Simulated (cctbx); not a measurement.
**Accept or mend?**

Cell a = 8.3090 Å, b = 8.3090 Å, c = 8.3090 Å, α = 90.00°, β = 90.00°, γ = 90.00°; space group Fm-3m (no. 225).

The data are simulated with cctbx, not measured: synchrotron X-rays, λ = 0.7749 Å, to d = 0.8 Å, 50 % of the full sphere, strongest reflection 20000 counts, noise from counting, a 3 % proportional error and a noise floor of 4 counts (s.d.); no absorption.

An anisotropic refinement with weights 1/σ² prints:

```text
Rint 0.032, 50 unique reflections to 0.80 A
cycle     R1     wR2    GooF  max shift (A)
   1  0.0088  0.0229   1.658   0.00000
   2  0.0071  0.0154   1.111   0.00000
final R1 0.0071 wR2 0.0154 GooF 1.111  parameters 6  data/parameter 8.3
atom        x        y        z      Ueq    occ   su(xyz)  su(Uiso or U11)
Ta1    0.25000  0.25000  0.75000   0.0136  1.000  0.00000  0.0001
Ce1    0.00000  0.00000  0.00000   0.0122  1.000  0.00000  0.0002
Na1    0.50000  0.00000  0.00000   0.0245  1.000  0.00000  0.0010
O1     0.00000  0.75000  0.75000   0.0237  1.000  0.00000  0.0021
difference map: max 0.45 min -0.31 rms 0.10
Q1    0.2500  0.2500  0.2500    8    0.45  0.00 A from Ta1
Q2    0.0000  0.0000  0.2861   24    0.26  1.78 A from Na1
Q3    0.0000  0.0000  0.4394   24    0.24  0.50 A from Na1
Q4    0.0000  0.1087  0.2189   96    0.19  1.20 A from O1
Q5    0.1145  0.2121  0.2121   96    0.15  1.05 A from O1
Q6    0.0000  0.0000  0.1210   24    0.14  1.01 A from Ce1
```

**Question.** Can this result stand? If not, what is the likely fault?

Mend it. The fault: wrong element: Ta1 is W. Against the right model at the same level, R1 goes from 0.0057 to 0.0071 and GooF from 0.87 to 1.11. Ta1 has 1 electron too few and its U shrinks to make up, as expected (near an absorption edge f′ can widen the mismatch well beyond the difference in Z). The signs are weak, and the output alone doesn't single this fault out.

The compound is NaCeW2O6. The right model at the same level gives:

```text
Rint 0.032, 50 unique reflections to 0.80 A
cycle     R1     wR2    GooF  max shift (A)
   1  0.0057  0.0130   0.943   0.00000
   2  0.0057  0.0120   0.869   0.00000
final R1 0.0057 wR2 0.0120 GooF 0.869  parameters 6  data/parameter 8.3
atom        x        y        z      Ueq    occ   su(xyz)  su(Uiso or U11)
W1     0.25000  0.25000  0.75000   0.0140  1.000  0.00000  0.0001
Ce1    0.00000  0.00000  0.00000   0.0118  1.000  0.00000  0.0001
Na1    0.50000  0.00000  0.00000   0.0240  1.000  0.00000  0.0008
O1     0.00000  0.75000  0.75000   0.0228  1.000  0.00000  0.0016
difference map: max 0.26 min -0.29 rms 0.09
Q1    0.0000  0.0000  0.4453   24    0.27  0.45 A from Na1
Q2    0.2500  0.2500  0.2500    8    0.26  0.00 A from W1
Q3    0.0000  0.0000  0.2898   24    0.24  1.75 A from Na1
Q4    0.0000  0.1101  0.2211   96    0.18  1.19 A from O1
Q5    0.0777  0.0777  0.2768   96    0.14  1.59 A from O1
Q6    0.0000  0.0000  0.1061   24    0.14  0.88 A from Ce1
```

This is a model crystal, built by substitution and not relaxed, with assumed displacement parameters.

[Middle refinement cycles are left out of these outputs.]

[Logs are printed without paths, hosts, clocks, repeated set-up lines and the standing remarks that a program may print on its own settings, such as how far it seeks lower states.]
